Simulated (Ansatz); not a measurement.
**linear W chain under tension and compression**

Does stretching change the magnetism or the channel count of the linear W chain?

Method: DFT PBE, plane waves, PAW; relaxation of a chain's period, in the first sound run; inputs show where later runs differ, in Ansatz 0.2.0.

### Step 1. The structure

The cell holds 1 atom: 1 W. Cell: a = 7.500 Å, b = 7.500 Å, c = 3.013 Å, α = 90.0°, β = 90.0°, γ = 90.0°. Vacuum lies along a and b. The structure's axis is c.

Structure file:

```cif
data_structure
_symmetry_space_group_name_H-M 'P 1'
_symmetry_Int_Tables_number 1
_cell_length_a 7.5000
_cell_length_b 7.5000
_cell_length_c 3.0132
_cell_angle_alpha 90.000
_cell_angle_beta 90.000
_cell_angle_gamma 90.000
_cell_volume 169.49
loop_
_atom_site_label
_atom_site_type_symbol
_atom_site_fract_x
_atom_site_fract_y
_atom_site_fract_z
_atom_site_occupancy
W1 W 0.50000 0.50000 0.00000 1
```

### Step 2. The relaxed wire

Band widths follow the bond lengths, so the chain is relaxed first. The atoms and the third cell vector are free; the box across stays fixed as vacuum. Moments are seeded so that a magnetic state can form if it lies lower. A Fermi-Dirac smearing is set since the result may be a metal. The pressure printed is a third of the stress's trace over the whole box, vacuum included; only the stress along the axis is relaxed.

input.yaml reads:

```yaml
crystal:
  lattice:
    - [7.5, 0.0, 0.0]
    - [0.0, 7.5, 0.0]
    - [0.0, 0.0, 3.0132]
  atoms:
    - { symbol: W, position: [0.5, 0.5, 0.0], spin: 2.0 }
magnetization:
  spin_polarized: true
kpoints:
  mp_grid: { grid: [1, 1, 27] }
scf:
  occupations: { method: fermi_dirac, width: 0.05 }
hamiltonian:
  xc: pbe
relax:
  cell: { fix: [a, b, alpha, beta, gamma] }
  max_steps: 60
```

The run is started by

```
ansatz run input.yaml --threads 4 --pin off --max-ram 8192MiB --backend cpu --events-out ev --progress --plain --runs-dir out
```

Numbers of over 12 decimals in the logs are rounded to 6 here.

Log:

```text
Engine: ansatz 0.2.0, aarch64-unknown-linux-gnu
Pseudopotentials: kind: paw
Pseudopotential: W, paw, valence charge 14, recommended cutoff 420 eV (normal), W.paw.azcp
Functional definition: PBE
  parameter kappa = 0.804
  parameter beta = 0.066725
  exchange = pbe_x(kappa = kappa, mu = beta*pi^2/3)
  correlation = pbe_c(beta = beta)
Crystal: 1 atoms, lattice volume = 169.493 Å³
Basis set: ecut = 420 eV, 3323 PW (Γ), exchange–correlation on 108×108×48 points (8 copies of the dense FFT grid, shifted against one another)
Bands: 12, of which v1, the nominal top of the filled ones, is band 7 counted from 1 (6 counted from 0)
Symmetry: 16 space group operations
Space group: P4/mmm (ITA 123), of the structure as read, at distance tolerance 5.5e-5 Å
Magnetic group: BNS 123.339 (UNI 999), of the structure as read, at distance tolerance 5.5e-5 Å
k-points: 14 of 27
Non-local potential: W, projectors of the file, l = 0: 3, l = 1: 2, l = 2: 2, l = 3: 1
PAW form: soft (Blöchl's): semilocal exchange-correlation on the pseudo side does not see the compensation charge
PAW one-centre angular grid: W, 590 points (default); XC on 64 Gauss nodes
Initial density: superposition of atomic densities (neutral atoms: chi_scale 0, normalization atom)
Starting moments: Σ|m| = 2 μB on 1 of 1 site
Initial wavefunctions: pseudopotential atomic-orbital guess
Functional: x = pbe(κ = 0.804, μ = 0.219515), c = pbe(β = 0.066725)
iter 1 solved again at ethr=2.50e-3 eV; its pass at ethr=3.10e-3 eV (dr2=3.50e-1 eV) is discarded
SCF iter   1: F=—  HF=-10377.407496 eV  |F-HF|=—  |Δ(HF+E_count)|=         —  Δρ=1.26e-2 (↑5.89e-3 ↓1.26e-2)  dr2=3.57e-1  dr2_m=1.05e-1  M=2.446 μB ∫|m|=2.446 μB  β_m=0.30  ethr=2.50e-3  ⟨swp⟩=1.0  Hψ=2381  notcnv=0
Mixer restart at iter 1: flushing history
preconditioner: auto → LDOS  [metal: Δε(μ)=0.050 eV  Ē_g=3.305 eV  σ=0.050 eV  W_gap=0.24  n_scr=12 (ndim 8)  ℏωp=7.0 eV  f_vac=0.606  D(μ)=5.45/eV (n_scr^D=42)]
spin=Collinear: LDOS preconditioning applied to the charge; magnetization (m = ρ↑ − ρ↓) channel mixes plain (no charge-response kernel on spin).
SCF iter   2: F=—  HF=-10377.445741 eV  |F-HF|=—  |Δ(HF+E_count)|=   3.82e-2  Δρ=9.43e-3 (↑6.07e-3 ↓9.43e-3)  dr2=1.58e-1  dr2_m=7.77e-2  M=2.594 μB ∫|m|=2.594 μB  β_m=0.64  ethr=2.50e-3  ⟨swp⟩=1.5  Hψ=370  notcnv=0
SCF iter   3: F=—  HF=-10377.892143 eV  |F-HF|=—  |Δ(HF+E_count)|=         —  Δρ=1.53e-2 (↑1.53e-2 ↓1.29e-2)  dr2=1.03e-1  dr2_m=2.78e-1  M=4.028 μB ∫|m|=4.028 μB  β_m=1.00  ethr=1.13e-3  ⟨swp⟩=3.0  Hψ=705  notcnv=0
Mixer restart at iter 3: flushing history
SCF iter   4: F=—  HF=-10377.936932 eV  |F-HF|=—  |Δ(HF+E_count)|=   4.48e-2  Δρ=2.97e-3 (↑2.97e-3 ↓2.20e-3)  dr2=2.26e-2  dr2_m=5.29e-3  M=4.263 μB ∫|m|=4.263 μB  β_m=0.64  ethr=3.57e-4  ⟨swp⟩=2.8  Hψ=809  notcnv=0  defer=8
SCF iter   5: F=—  HF=-10377.939987 eV  |F-HF|=—  |Δ(HF+E_count)|=   3.05e-3  Δρ=1.92e-3 (↑1.70e-3 ↓1.92e-3)  dr2=8.67e-4  dr2_m=4.78e-3  M=4.363 μB ∫|m|=4.363 μB  β_m=0.75  ethr=1.61e-4  ⟨swp⟩=2.4  Hψ=721  notcnv=0  defer=10
SCF iter   6: F=—  HF=-10377.944467 eV  |F-HF|=—  |Δ(HF+E_count)|=   4.48e-3  Δρ=8.91e-4 (↑8.17e-4 ↓8.91e-4)  dr2=1.35e-4  dr2_m=1.08e-3  M=4.403 μB ∫|m|=4.403 μB  β_m=0.88  ethr=6.19e-6  ⟨swp⟩=2.1  Hψ=623  notcnv=0  defer=11
SCF iter   7: F=—  HF=-10377.946323 eV  |F-HF|=—  |Δ(HF+E_count)|=   1.86e-3  Δρ=4.95e-4 (↑4.95e-4 ↓4.48e-4)  dr2=2.50e-5  dr2_m=3.40e-4  M=4.458 μB ∫|m|=4.458 μB  β_m=0.94  ethr=9.64e-7  ⟨swp⟩=2.4  Hψ=641  notcnv=0  defer=11
SCF iter   8: F=—  HF=-10377.946751 eV  |F-HF|=—  |Δ(HF+E_count)|=   4.28e-4  Δρ=3.87e-4 (↑3.87e-4 ↓3.44e-4)  dr2=2.39e-5  dr2_m=2.04e-4  M=4.501 μB ∫|m|=4.501 μB  β_m=0.55  ethr=1.79e-7  ⟨swp⟩=2.3  Hψ=621  notcnv=0  defer=11
SCF iter   9: F=-10377.947163 eV  HF=-10377.947152 eV  |F-HF|=1.10e-5  |Δ(HF+E_count)|=   4.02e-4  Δρ=1.37e-4 (↑1.37e-4 ↓1.13e-4)  dr2=1.58e-5  dr2_m=1.88e-5  M=4.587 μB ∫|m|=4.587 μB  β_m=0.85  ethr=1.71e-7  ⟨swp⟩=3.5  Hψ=777  notcnv=0  defer=11
SCF iter  10: F=-10377.947187 eV  HF=-10377.947178 eV  |F-HF|=8.94e-6  |Δ(HF+E_count)|=   2.58e-5  Δρ=4.91e-5 (↑4.91e-5 ↓4.72e-5)  dr2=7.49e-7  dr2_m=3.34e-6  M=4.596 μB ∫|m|=4.596 μB  β_m=0.92  ethr=1.13e-7  ⟨swp⟩=2.4  Hψ=612  notcnv=0  defer=11
SCF iter  11: F=-10377.947192 eV  HF=-10377.947192 eV  |F-HF|=1.70e-7  |Δ(HF+E_count)|=   1.39e-5  Δρ=3.27e-5 (↑3.27e-5 ↓2.74e-5)  dr2=1.44e-7  dr2_m=1.38e-6  M=4.609 μB ∫|m|=4.609 μB  β_m=0.96  ethr=5.35e-9  ⟨swp⟩=3.5  Hψ=718  notcnv=0  defer=11
SCF iter  12: F=-10377.947193 eV  HF=-10377.947193 eV  |F-HF|=2.48e-8  |Δ(HF+E_count)|=   9.47e-7  Δρ=8.69e-6 (↑8.69e-6 ↓7.62e-6)  dr2=1.59e-8  dr2_m=1.01e-7  M=4.604 μB ∫|m|=4.604 μB  β_m=0.91  ethr=1.03e-9  ⟨swp⟩=3.4  Hψ=698  notcnv=0  defer=11
SCF iter  13: F=-10377.947193 eV  HF=-10377.947193 eV  |F-HF|=1.18e-9  |Δ(HF+E_count)|=   6.08e-8  Δρ=2.17e-6 (↑2.17e-6 ↓2.02e-6)  dr2=1.25e-9  dr2_m=6.59e-9  M=4.605 μB ∫|m|=4.605 μB  β_m=0.96  ethr=1.13e-10  ⟨swp⟩=2.3  Hψ=557  notcnv=0  defer=11
SCF iter  14: F=-10377.947193 eV  HF=-10377.947193 eV  |F-HF|=2.51e-10  |Δ(HF+E_count)|=   4.50e-9  Δρ=4.01e-7 (↑4.01e-7 ↓3.53e-7)  dr2=7.69e-11  dr2_m=2.05e-10  M=4.605 μB ∫|m|=4.605 μB  ethr=8.91e-12  ⟨swp⟩=1.1  Hψ=1011  notcnv=0
at 1 of the mixer's solves, the last at iteration 8, it left a direction of its history that read negative out of its fit and stepped the other way along it
SCF 1 converged in 14 iterations: F = -10377.947193 eV  dr2 = 7.69e-11
  greatest PAW one-centre occupation: 1.000 electrons in one spin orbital (limit 2), on the W atom at site 0 (counted from 0), in its partial waves of l = 0
relax step   1: F+E_penalty+E_count = -10377.94719322 eV  Δ(F+E_penalty+E_count) = +0.000e0 eV  max|allowed force component| = 0.000e0 eV/Å  Δτ_max = 0.0000 Å  P = -1.013 GPa  Ω = 169.493 Å³  fix = [a, b, alpha, beta, gamma]  reactions: a -0.145, b -0.145 GPa  (14 SCF iters, dr2 threshold 1.00e-7 eV, accepted)
Crystal: 1 atoms, lattice volume = 161.673 Å³
Basis set: ecut = 420 eV, 3145 PW (Γ), exchange–correlation on 108×108×48 points (8 copies of the dense FFT grid, shifted against one another)
Initial density: handed on by an earlier stage of this run
Starting moments: Σ|m| = 2 μB on 1 of 1 site; this step starts from the density that it was given
Initial wavefunctions: those handed on with the density
iter 1 solved again at ethr=5.91e-5 eV; its pass at ethr=3.10e-3 eV (dr2=8.27e-3 eV) is discarded
[...]
SCF iter  10: F=-10378.365919 eV  HF=-10378.365919 eV  |F-HF|=1.27e-10  |Δ(HF+E_count)|=   3.55e-8  Δρ=1.22e-6 (↑1.22e-6 ↓5.86e-7)  dr2=1.27e-9  dr2_m=9.10e-10  M=2.985 μB ∫|m|=2.985 μB  ethr=1.38e-10  ⟨swp⟩=2.1  Hψ=1074  notcnv=0
SCF 3 converged in 10 iterations: F = -10378.365919 eV  dr2 = 1.27e-9
relax step   3: F+E_penalty+E_count = -10378.36591851 eV  Δ(F+E_penalty+E_count) = -2.359e-1 eV  max|allowed force component| = 0.000e0 eV/Å  Δτ_max = 0.0000 Å  P = -1.788 GPa  Ω = 153.410 Å³  energy of the carried Pulay correction = +5.304e-4 eV  fix = [a, b, alpha, beta, gamma]  reactions: a -0.169, b -0.169 GPa  (10 SCF iters, dr2 threshold 1.00e-7 eV, accepted)
[...]
relax step   4: F+E_penalty+E_count = -10378.67958163 eV  Δ(F+E_penalty+E_count) = -3.137e-1 eV  max|allowed force component| = 0.000e0 eV/Å  Δτ_max = 0.0000 Å  P = -2.135 GPa  Ω = 145.147 Å³  energy of the carried Pulay correction = +8.392e-4 eV  fix = [a, b, alpha, beta, gamma]  reactions: a -0.220, b -0.220 GPa  (9 SCF iters, dr2 threshold 1.00e-7 eV, accepted)
[...]
relax step   5: F+E_penalty+E_count = -10378.96081451 eV  Δ(F+E_penalty+E_count) = -2.812e-1 eV  max|allowed force component| = 0.000e0 eV/Å  Δτ_max = 0.0000 Å  P = -2.225 GPa  Ω = 136.885 Å³  energy of the carried Pulay correction = +1.178e-3 eV  fix = [a, b, alpha, beta, gamma]  reactions: a -0.232, b -0.232 GPa  (30 SCF iters, dr2 threshold 1.00e-7 eV, accepted)
[...]
relax step   6: F+E_penalty+E_count = -10379.12413765 eV  Δ(F+E_penalty+E_count) = -1.633e-1 eV  max|allowed force component| = 0.000e0 eV/Å  Δτ_max = 0.0000 Å  P = -0.059 GPa  Ω = 128.622 Å³  energy of the carried Pulay correction = +1.551e-3 eV  fix = [a, b, alpha, beta, gamma]  reactions: a -0.231, b -0.231 GPa  (11 SCF iters, dr2 threshold 1.00e-7 eV, accepted)
[...]
relax step   7: F+E_penalty+E_count = -10379.12440007 eV  Δ(F+E_penalty+E_count) = -2.624e-4 eV  max|allowed force component| = 0.000e0 eV/Å  Δτ_max = 0.0000 Å  P = -0.166 GPa  Ω = 128.984 Å³  energy of the carried Pulay correction = +1.534e-3 eV  fix = [a, b, alpha, beta, gamma]  reactions: a -0.231, b -0.231 GPa  (11 SCF iters, dr2 threshold 1.00e-7 eV, accepted)
Basis set: ecut = 420 eV, 2511 PW (Γ), exchange–correlation on 108×108×32 points (8 copies of the dense FFT grid, shifted against one another)
Initial wavefunctions: pseudopotential atomic-orbital guess (no wavefunctions were taken with the density)
iter 1 solved again at ethr=1.04e-7 eV; its pass at ethr=3.10e-3 eV (dr2=1.46e-5 eV) is discarded
SCF iter   1: F=—  HF=-10379.123826 eV  |F-HF|=—  |Δ(HF+E_count)|=         —  Δρ=5.56e-5 (↑5.56e-5 ↓5.56e-5)  dr2=2.25e-6  dr2_m=8.28e-12  M=0.000 μB ∫|m|=0.000 μB  β_m=0.65  ethr=1.04e-7  ⟨swp⟩=3.6  Hψ=3085  notcnv=0
preconditioner: auto → LDOS  [metal: Δε(μ)=0.063 eV  Ē_g=5.235 eV  σ=0.050 eV  W_gap=0.30  n_scr=8 (ndim 8)  ℏωp=8.0 eV  f_vac=0.625  D(μ)=2.96/eV (n_scr^D=20)]
spin=Collinear: LDOS preconditioning applied to the charge; magnetization (m = ρ↑ − ρ↓) channel mixes plain (no charge-response kernel on spin).
SCF iter   2: F=—  HF=-10379.123827 eV  |F-HF|=—  |Δ(HF+E_count)|=   8.96e-7  Δρ=2.00e-5 (↑2.00e-5 ↓1.99e-5)  dr2=3.33e-7  dr2_m=2.68e-12  M=0.000 μB ∫|m|=0.000 μB  β_m=0.61  ethr=1.61e-8  ⟨swp⟩=2.0  Hψ=536  notcnv=0
SCF iter   3: F=—  HF=-10379.123828 eV  |F-HF|=—  |Δ(HF+E_count)|=   2.80e-7  Δρ=3.57e-6 (↑3.57e-6 ↓3.55e-6)  dr2=1.75e-8  dr2_m=7.66e-13  M=0.000 μB ∫|m|=0.000 μB  β_m=0.72  ethr=2.38e-9  ⟨swp⟩=2.6  Hψ=541  notcnv=0
SCF iter   4: F=—  HF=-10379.123828 eV  |F-HF|=—  |Δ(HF+E_count)|=   9.78e-8  Δρ=9.56e-7 (↑9.52e-7 ↓9.56e-7)  dr2=1.92e-9  dr2_m=2.63e-13  M=0.000 μB ∫|m|=0.000 μB  β_m=0.81  ethr=1.25e-10  ⟨swp⟩=2.0  Hψ=424  notcnv=0
SCF iter   5: F=—  HF=-10379.123828 eV  |F-HF|=—  |Δ(HF+E_count)|=   4.35e-9  Δρ=2.81e-7 (↑2.80e-7 ↓2.81e-7)  dr2=2.47e-10  dr2_m=8.36e-14  M=0.000 μB ∫|m|=0.000 μB  β_m=0.84  ethr=1.37e-11  ⟨swp⟩=2.1  Hψ=447  notcnv=0
SCF iter   6: F=—  HF=-10379.123828 eV  |F-HF|=—  |Δ(HF+E_count)|=   8.00e-9  Δρ=8.83e-8 (↑8.64e-8 ↓8.83e-8)  dr2=1.07e-11  dr2_m=3.71e-14  M=0.000 μB ∫|m|=0.000 μB  β_m=0.86  ethr=1.76e-12  ⟨swp⟩=2.0  Hψ=426  notcnv=0
SCF iter   7: F=-10379.123828 eV  HF=-10379.123828 eV  |F-HF|=1.09e-11  |Δ(HF+E_count)|=  8.19e-11  Δρ=2.37e-8 (↑2.37e-8 ↓2.37e-8)  dr2=5.96e-13  dr2_m=5.35e-15  M=0.000 μB ∫|m|=0.000 μB  ethr=1.00e-12  ⟨swp⟩=4.2  Hψ=1291  notcnv=0
the starting moments were not kept: the SCF closed with an absolute magnetisation of 1.5e-6 μB, where they sum to 2 μB in size (1 site). That is at most 0.1 of that sum. Measured as dr2_m measures the in/out step, that magnetisation stands 5.2e-13 eV from none, at or under the dr2_threshold of 1.0e-11 eV: it is no larger than a step whose dr2_m would equal this threshold.
SCF 8 converged in 7 iterations: F = -10379.123828 eV  dr2 = 5.96e-13
relax step   8: F+E_penalty+E_count = -10379.12382760 eV  Δ(F+E_penalty+E_count) = +5.725e-4 eV  max|allowed force component| = 0.000e0 eV/Å  Δτ_max = 0.0000 Å  P = -0.170 GPa  Ω = 128.984 Å³  fix = [a, b, alpha, beta, gamma]  reactions: a -0.234, b -0.234 GPa  stress off target by 4.33e-2 GPa on what of the cell is left free  SCF on the basis re-selected at this cell (its energy is not comparable with the rows above)  (7 SCF iters)
basis re-selected at this cell: Δ(F+E_penalty+E_count) = +5.725e-4 eV, ΔP = -0.004 GPa vs the last step (what re-selecting the basis moved, of the pressure what is left beyond the Pulay correction that the steps carried, after the strain that the cell walked since its last selection, with what the two solves' SCF thresholds leave and, on support functions, any second-order correction that the steps lacked; it is no measure of the basis error at this ecutwfc). The dense FFT grid was sized anew with the basis: this SCF ran on 54×54×16 points, the steps before it on 54×54×24, so part of this shift can come from that change (see relax.cell in the input reference). [rest of the remark cut]
SCF converged after 7 iterations
Magnetization: 0.0000 μB (7.0000 up, 7.0000 down)
Absolute magnetization: 0.0000 μB (∫|ρ↑−ρ↓|, with the PAW one-centre terms)
Spin contamination: 0.0000 ħ² per cell (⟨S²⟩ above its minimum at these occupations)
Per-site moments (μB) at R_I (Å): [(8.465123535009147e-7, 0.945882)]
Free energy (F): -10379.123828 eV
Harris-Foulkes:  -10379.123828 eV  (|F-HF|=1.09e-11)
Internal energy: -10379.100189 eV  (E = F + TS)
E sigma→0 (E₀):  -10379.112008 eV
Entropy (-TS):   -0.023638 eV (-23.638 meV/atom)
Fermi energy:    -1.338717 eV
--- Per-component energies (eV) ---
  E_band       = -403.685229
  E_kinetic    = 445.741416
  E_local      = -2919.809226  (includes V_loc(G=0)·N_el)
  E_nonlocal   = 6.672471
  E_hartree    = 1210.700819
  E_xc         = -261.468049
  E_vxc        = -231.490145  (∫ρ·V_xc dr)
  E_paw        = -8563.764540  (= ΣΔE_a)
  E_vpaw       = -126.201320  (= ΣTr[D̂ρ^β])
  E_aug_tail   = -0.000061  (compensation charges beyond the density's cutoff)
  E_ewald      = -297.173018
  E_smearing   = -0.023638  (= −TS)
  E_closure    = 0.000000  (closes the sum)
  Σ components = -10379.123828   (vs F -10379.123828, Δ=0.00e0)
--- Forces (eV/Å), atoms counted from 1 ---
  atom   1  W      0.00000000     0.00000000     0.00000000
  max |Σ_I F_I| component: 1.01e-28 eV/Å
--- Stress (GPa, compression-positive) ---
       -0.233798       0.000000       0.000000
        0.000000      -0.233798       0.000000
        0.000000       0.000000      -0.043330
  P = ⅓ Tr σ = -0.1703 GPa (-1.703 kbar)
--- Relaxed structure (7 steps of the walk, 7 accepted, 1 SCFs on fresh bases) ---
  F+E_penalty+E_count = -10379.12382760 eV   max|allowed force component| = 0.000e0 eV/Å   (the final SCF, on the basis selected at the relaxed cell)
  cell:  # Å, volume = 128.9839 Å³
    - [7.5, 0.0, 0.0]
    - [0.0, 7.5, 0.0]
    - [0.0, 0.0, 2.293047]
  atoms:
    - { symbol: W, position: [0.5, 0.5, 0.0] }
```

Elapsed: 12 s, on 4 threads of Arm Neoverse V2, shared host; peak memory 0.42 GiB; 40 s of CPU time.

Step by step:

| step | energy less that of the first step (eV) | largest force component (eV/Å) | pressure (GPa) | volume (Å³) |
| --- | --- | --- | --- | --- |
| 1 | 0.0000 | 0.0000 | -1.01 | 169.49 |
| 2 | -0.1828 | 0.0000 | -1.52 | 161.67 |
| 3 | -0.4187 | 0.0000 | -1.79 | 153.41 |
| 4 | -0.7324 | 0.0000 | -2.14 | 145.15 |
| 5 | -1.0136 | 0.0000 | -2.22 | 136.88 |
| 6 | -1.1769 | 0.0000 | -0.06 | 128.62 |
| 7 | -1.1772 | 0.0000 | -0.17 | 128.98 |
| 8* | -1.1766 | 0.0000 | -0.17 | 128.98 |

Relaxation steps marked * repeat the geometry before them on a plane-wave basis chosen anew for their cell, so energy and pressure can jump there.

| cell as run | before | after | change |
| --- | --- | --- | --- |
| c (Å) | 3.013 | 2.293 | -23.9 % |

The relaxed structure:

```
W
1.0
     7.50000    0.00000    0.00000
     0.00000    7.50000    0.00000
     0.00000    0.00000    2.29305
W
1
Direct
  0.50000 0.50000 0.00000
```

Numbers from this step:

* energy at zero smearing: -10379.1120 eV
* cell length along the wire: 2.293 Å

The cell's length comes to 2.293 Å with no moment. That is -24 % against the start, more than a small adjustment.

The cell shrank by 23.9 % in its periodic edges.

(Continued in part 2 of 3.)

[Logs are printed without paths, hosts, clocks, repeated set-up lines and the standing remarks that a program may print on its own settings, such as how far it seeks lower states.]

[Hosts, paths, dates, database ids (printed as entryN), source tags and the programs' standing remarks are cut or masked in the printed files.]
